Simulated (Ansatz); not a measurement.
# A hypothetical structure for YbB, part 2 of 2

This structure for YbB is made up. Its elements were placed in a known structure type with a cell scaled to their sizes. What cell does the guess relax to, and how far off was it?

Ansatz 0.2.0; DFT, PBE, plane-wave PAW, default files, scalar-relativistic, ferromagnetic start, cell and ions relaxed at zero pressure (the session's first sound run).

So far: The starting structure; Relaxing cell and atoms. The relaxed cell has a = 3.169 Å (conventional setting).

## 3. Bands of the relaxed cell

With the geometry fixed, one more self-consistent run, with a narrower smearing and the mesh shown in its input, gives the bands, and its pressure, and its forces where symmetry allows any, show how far the geometry depends on these settings.

This step: DFT, PBE, plane-wave PAW, default files, scalar-relativistic, no spin, bands and density of states at the relaxed cell (Ansatz 0.2.0).

Contents of input.yaml:

```yaml
crystal:
  lattice:
    - [3.1689075173, 0.0, 0.0]
    - [0.0, 3.1689075173, 0.0]
    - [0.0, 0.0, 3.1689075173]
  atoms:
    - { symbol: Yb, position: [0.5, 0.5, 0.5] }
    - { symbol: B, position: [0.0, 0.0, 0.0] }
kpoints:
  mp_grid: { grid: [10, 10, 10] }
  band_path:
    path:
      - [[0.0, 0.0, 0.0], [0.0, 0.5, 0.0], [0.5, 0.5, 0.0], [0.0, 0.0, 0.0], [0.5, 0.5, 0.5], [0.0, 0.5, 0.0]]
      - [[0.5, 0.5, 0.0], [0.5, 0.5, 0.5]]
    npoints: 13
scf:
  occupations: { method: fermi_dirac, width: 0.03 }
  n_extra_bands: 6
hamiltonian:
  xc: pbe
  pseudopotentials: { kind: paw }
output:
  forces: true
  stress: true
  write_bands: true
  dos: { projected: true }
  write_density: true
  write_potential: true
  elf: true
  volumetric_format: npy
```

Started as:

```console
$ ansatz run input.yaml --threads 4 --pin off --max-ram 8192MiB --backend cpu --events-out ev --progress --plain --runs-dir out
```

Numbers of over 12 decimals in the logs are rounded to 6 here.

What it wrote:

```text
Yb: projections on atomic orbitals take those of the free atom [Kr 4d10] 4f14 5s2 5p6 5d0 6s2, of charge +0.00 (hamiltonian.pseudopotentials.projection_atoms); the dataset's partial waves leave at most 1.5e-4 of an orbital's norm unspanned inside its sphere
[...]
Crystal: 2 atoms, lattice volume = 31.822 Å³
Basis set: ecut = 420 eV, 619 PW (Γ), exchange–correlation on 48×48×48 points (8 copies of the dense FFT grid, shifted against one another)
Bands: 20, of which v1, the nominal top of the filled ones, is band 14 counted from 1 (13 counted from 0)
Symmetry: 48 space group operations
[...]
k-points: 56 of 1000
[...]
SCF iter   1: F=—  HF=-13950.212351 eV  |F-HF|=—  |Δ(HF+E_count)|=         —  Δρ=2.46e-2  dr2=1.85e-1  ethr=1.77e-3  ⟨swp⟩=5.5  Hψ=5632  notcnv=0
[...]
SCF iter   7: F=-13950.192753 eV  HF=-13950.192753 eV  |F-HF|=3.08e-8  |Δ(HF+E_count)|=   2.24e-7  Δρ=2.58e-6  dr2=1.61e-9  ethr=3.70e-10  ⟨swp⟩=13.2  Hψ=9184  notcnv=0
SCF 1 converged in 7 iterations: F = -13950.192753 eV  dr2 = 1.61e-9
[...]
NSCF: frozen V_eff on 80 k-points
SCF converged after 7 iterations
Free energy (F): -13950.192753 eV
[...]
Internal energy: -13950.185734 eV  (E = F + TS)
E sigma→0 (E₀):  -13950.189243 eV
Entropy (-TS):   -0.007019 eV (-3.510 meV/atom)
Fermi energy:    14.166578 eV
[...]
--- Stress (GPa, compression-positive) ---
       -0.048605       0.000000       0.000000
        0.000000      -0.048605      -0.000000
        0.000000       0.000000      -0.048605
  P = ⅓ Tr σ = -0.0486 GPa (-0.486 kbar)
--- Band table (eV; the first three rows and the last of 56) ---
  k-point 0: bands = [... 10 lower, 13.6387, 13.6973, 14.8781, 14.8781, 17.0942, 17.0942, 17.0942, 22.0766, ... 2 higher]
  k-point 1: bands = [... 10 lower, 13.6436, 13.6939, 14.5566, 14.9830, 16.8996, 16.8996, 17.3216, 22.1294, ... 2 higher]
  k-point 2: bands = [... 10 lower, 13.6614, 13.6852, 13.8747, 15.2662, 16.4253, 16.4253, 18.2338, 22.2717, ... 2 higher]
  k-point 55: bands = [... 10 lower, 13.6766, 13.7484, 13.7484, 13.7484, 14.0764, 22.5061, 22.5061, 22.5061, ... 2 higher]
```

Run time: 2 s. Hardware: 4 threads of Arm Neoverse N1, shared host; peak memory 0.34 GiB.

Numbers from this step:

* free energy: -13950.1928 eV
* energy at zero smearing: -13950.1892 eV
* smearing term TS: 0.007019 eV
* Fermi energy: 14.17 eV
* pressure: -0.04861 GPa

From bands.tsv, the bands that come nearest the Fermi level along the path, at its corners, in eV from the Fermi level:

```tsv
point	band 11	band 12	band 13	band 14	band 15	band 16	band 17	band 18
Γ	-0.53	-0.47	0.71	0.71	2.93	2.93	2.93	7.91
X	-0.50	-0.36	-0.36	1.14	1.14	1.98	8.51	8.68
M	-0.40	-0.34	-0.10	-0.10	0.97	3.90	5.04	5.04
Γ	-0.53	-0.47	0.71	0.71	2.93	2.93	2.93	7.91
R	-0.49	-0.42	-0.42	-0.42	-0.09	8.34	8.34	8.34
X	-0.50	-0.36	-0.36	1.14	1.14	1.98	8.51	8.68
M	-0.40	-0.34	-0.10	-0.10	0.97	3.90	5.04	5.04
R	-0.49	-0.42	-0.42	-0.42	-0.09	8.34	8.34	8.34
```

Counts of states for the cell as run, both spins, by energy window (eV from the Fermi level):

| from | to | total |
| --- | --- | --- |
| -8 | -7 | 0.24 |
| -7 | -6 | 0.59 |
| -6 | -5 | 1.01 |
| -5 | -4 | 0.09 |
| -4 | -3 | 0.22 |
| -3 | -2 | 1.28 |
| -2 | -1 | 1.53 |
| -1 | 0 | 13.93 |
| 0 | 1 | 1.18 |
| 1 | 2 | 1.52 |
| 2 | 3 | 1.51 |
| 3 | 4 | 0.64 |
| 4 | 5 | 0.43 |
| 5 | 6 | 1.37 |

A further 8.1 states lie below the table's range.

Valence density in the ac plane at fractional y = 0.000, with atoms of B within 0.2 Å of it. It is the smooth field of the valence electrons, not physical close to the nuclei.

Ten even steps from '0' (0.11 e/Å³) to '9' (0.61 e/Å³):
```
5798632111236897
9997531101135799
9875321000123578
6653211000112356
3332110000011233
2211100000001112
1110000000000011
1100000000000001
1110000000000011
2211100000001112
3332110000011233
6653211000112356
9875321000123578
9997531101135799
5798632111236897
2599632111236995
```
Columns run along a (3.2 Å), rows up along c (3.2 Å). Atoms in or near the plane, at fractional coordinates: B at (0.00, 0.00).

Electrostatic potential energy in the ac plane at fractional y = 0.000, with atoms of B within 0.2 Å of it. With pseudopotentials it is smooth inside the atoms' cores, unlike the true potential.

Ten even steps from '_' (-46 eV) to '@' (17 eV):
```
____::**%%@@@@@@@@@@@@@@%%**::__
..::==##@@@@@@@@@@@@@@@@@@##==::
++**##%%@@@@@@@@@@@@@@@@@@%%##**
%%%%@@@@@@@@@@@@@@@@@@@@@@@@@@%%
@@@@@@@@@@@@@@@@@@@@@@@@@@@@@@@@
@@@@@@@@@@@@@@@@@@@@@@@@@@@@@@@@
@@@@@@@@@@@@@@@@@@@@@@@@@@@@@@@@
@@@@@@@@@@@@@@@@@@@@@@@@@@@@@@@@
@@@@@@@@@@@@@@@@@@@@@@@@@@@@@@@@
@@@@@@@@@@@@@@@@@@@@@@@@@@@@@@@@
@@@@@@@@@@@@@@@@@@@@@@@@@@@@@@@@
%%%%@@@@@@@@@@@@@@@@@@@@@@@@@@%%
++**##%%@@@@@@@@@@@@@@@@@@%%##**
..::==##@@@@@@@@@@@@@@@@@@##==::
____::**%%@@@@@@@@@@@@@@%%**::__
____..++%%@@@@@@@@@@@@@@%%++..__
```
Columns run along a (3.2 Å; values clipped at the 3rd and 97th percentile), rows up along c (3.2 Å). Atoms in or near the plane, at fractional coordinates: B at (0.00, 0.00).

ELF in the ac plane at fractional y = 0.000, with atoms of B within 0.2 Å of it. It is the smooth field of the valence electrons, not physical close to the nuclei.

Ten even steps from '_' (0.01) to '@' (0.78):
```
____==%%@@@@%%******%%@@@@%%==__
--==##@@@@@@##**++**##@@@@@@##==
%%%%@@@@@@%%**======**%%@@@@@@%%
@@@@@@@@%%**==--::--==**%%@@@@@@
@@@@@@%%**==::......::==**%%@@@@
%%%%##**==::....__....::==**##%%
##****==--....______....--==****
****++==::..__________..::==++**
##****==--....______....--==****
%%%%##**==::....__....::==**##%%
@@@@@@%%**==::......::==**%%@@@@
@@@@@@@@%%**==--::--==**%%@@@@@@
%%%%@@@@@@%%**======**%%@@@@@@%%
--==##@@@@@@##**++**##@@@@@@##==
____==%%@@@@%%******%%@@@@%%==__
____--%%@@@@%%##**##%%@@@@%%--__
```
Columns run along a (3.2 Å), rows up along c (3.2 Å). Atoms in or near the plane, at fractional coordinates: B at (0.00, 0.00).

## 4. Summary of results

```
space group, relaxed : Pm-3m
conventional cell    : a = 3.169, b = 3.169, c = 3.169 Å; α = 90.0°, β = 90.0°, γ = 90.0°
volume per atom      : 15.91 Å³ (guess 18.35)
total moment         : 0.00 μB in the cell of 2 atoms
```

YbB relaxes to Pm-3m with a = 3.169, b = 3.169 and c = 3.169 Å. The guessed volume was 15 % too large. The space group Pm-3m was held in the relaxation, so the end point is a stationary structure within it and may be a saddle against distortions or other arrangements. The moments died out from this one start and weren't seeded again at the relaxed cell. The f shell may be open and has no Hubbard U, so its place in energy and the volume are uncertain. Bands cross the Fermi level, so it is a metal or semimetal at this level. The electron count is odd, which forces that without spin polarisation or a larger cell. On the 10×10×10 mesh with the narrower smearing (relaxed on 8×8×8) the forces vanish, as symmetry may demand, and the largest stress component is 0.049 GPa, within the relaxation's thresholds of 0.015 eV/Å and 0.05 GPa. The cutoff wasn't tested. Spin-orbit coupling is left out, which can matter for elements this heavy. No dispersion term is used, so weakly bound directions may come out too long. Nothing here tests whether the compound is stable against decomposition.

[Logs are printed without paths, hosts, clocks, repeated set-up lines and the standing remarks that a program may print on its own settings, such as how far it seeks lower states.]

[Hosts, paths, dates, database ids (printed as entryN), source tags and the programs' standing remarks are cut or masked in the printed files.]
